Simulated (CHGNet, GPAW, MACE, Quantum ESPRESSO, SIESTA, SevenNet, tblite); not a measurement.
## Void in BiTe (58 atoms): runs against a plane-wave reference

The cell holds 58 atoms: 29 Bi and 29 Te. Cell: a = 12.940 Å, b = 12.940 Å, c = 12.940 Å, α = 90.0°, β = 90.0°, γ = 90.0°. It derives from BiTe (rock-salt), repeated 2×2×2. Rock-salt BiTe (a = 6.47 Å), 2 x 2 x 2 conventional cells, the 3 Bi, 3 Te nearest the centre removed; not relaxed, displaced by a Gaussian of 0.02 Å. Then every atom was moved at random, 0.02 Å r.m.s. a Cartesian component. Nearest the centre at fractional (0.506, 0.532, 0.500): Te54 at 3.27 Å, Te26 at 3.31 Å, Te48 at 3.63 Å, Bi51 at 4.26 Å, Bi31 at 4.38 Å, Bi53 at 4.52 Å, Bi58 at 4.58 Å, Bi29 at 4.64 Å.

Geometry: as built.

The reference, a calculation:

```
method                 : Kohn-Sham DFT, PBE, SSSP efficiency 1.3.0 pseudopotentials, plane waves (Quantum ESPRESSO 7.5); sssp-pbe-1.3.0-efficiency, cutoffs 45/360 Ry, Γ point
r.m.s. force component : 0.2304 eV/Å
longest force          : 0.9105 eV/Å
pressure               : 0.111 GPa
time                   : 5.4 min on 4 MPI ranks of Arm Neoverse V1, shared host
CPU time               : 21 min
```

Runs, in no order:
A. SIESTA PBE, DZ, shift 0.01 Ry, mesh 300 Ry: Kohn-Sham DFT, PBE, PseudoDojo 0.4.1 norm-conserving pseudopotentials (converted to PSML), numerical atomic orbitals (DZ), diagonalisation
B. GPAW PBE, LCAO dzp, h 0.22 Å: Kohn-Sham DFT, PBE, PAW, atomic orbitals (dzp)
C. QE PBE+D3(BJ), sssp-1.3.0-efficiency, 45/360 Ry: Kohn-Sham DFT, PBE+D3(BJ), SSSP efficiency 1.3.0 pseudopotentials, plane waves
D. MACE MP-0b3 medium potential: machine-learned interatomic potential MACE MP-0b3 medium, trained on PBE(+U) plane-wave data
E. GPAW PBE, LCAO szp(dzp), h 0.2 Å: Kohn-Sham DFT, PBE, PAW, atomic orbitals (szp(dzp))

Q: Order them from the smallest to the largest r.m.s. force difference.

C, B, E, A, D.

```tsv
run	Δ force, r.m.s. (meV/Å)	share of r.m.s. force (%)	CPU time
C. QE PBE+D3(BJ), sssp-1.3.0-efficiency, 45/360 Ry	18.3	7.96	20 min
B. GPAW PBE, LCAO dzp, h 0.22 Å	28.6	12.4	2.4 min
E. GPAW PBE, LCAO szp(dzp), h 0.2 Å	45.5	19.7	2.4 min
A. SIESTA PBE, DZ, shift 0.01 Ry, mesh 300 Ry	69.1	30.0	2.4 min
D. MACE MP-0b3 medium potential	147	63.7	7.7 s
```

The electron count is odd in these runs, and they have no spin polarisation, so the unpaired electron is spread evenly over both spins. Machine-learned potentials mimic data converged in k, so the reference's own k-point error enters their differences. The runs have no spin polarisation, so any moments at edges, vacancies or dangling bonds can't form. The electronic-structure runs sample only Γ, in a cell whose shortest periodic width is 13 Å, which is coarse for a cell with partly filled levels.

[Logs are printed without paths, hosts, clocks, repeated set-up lines and the standing remarks that a program may print on its own settings, such as how far it seeks lower states.]

[Hosts, paths, dates, database ids (printed as entryN), source tags and the programs' standing remarks are cut or masked in the printed files.]
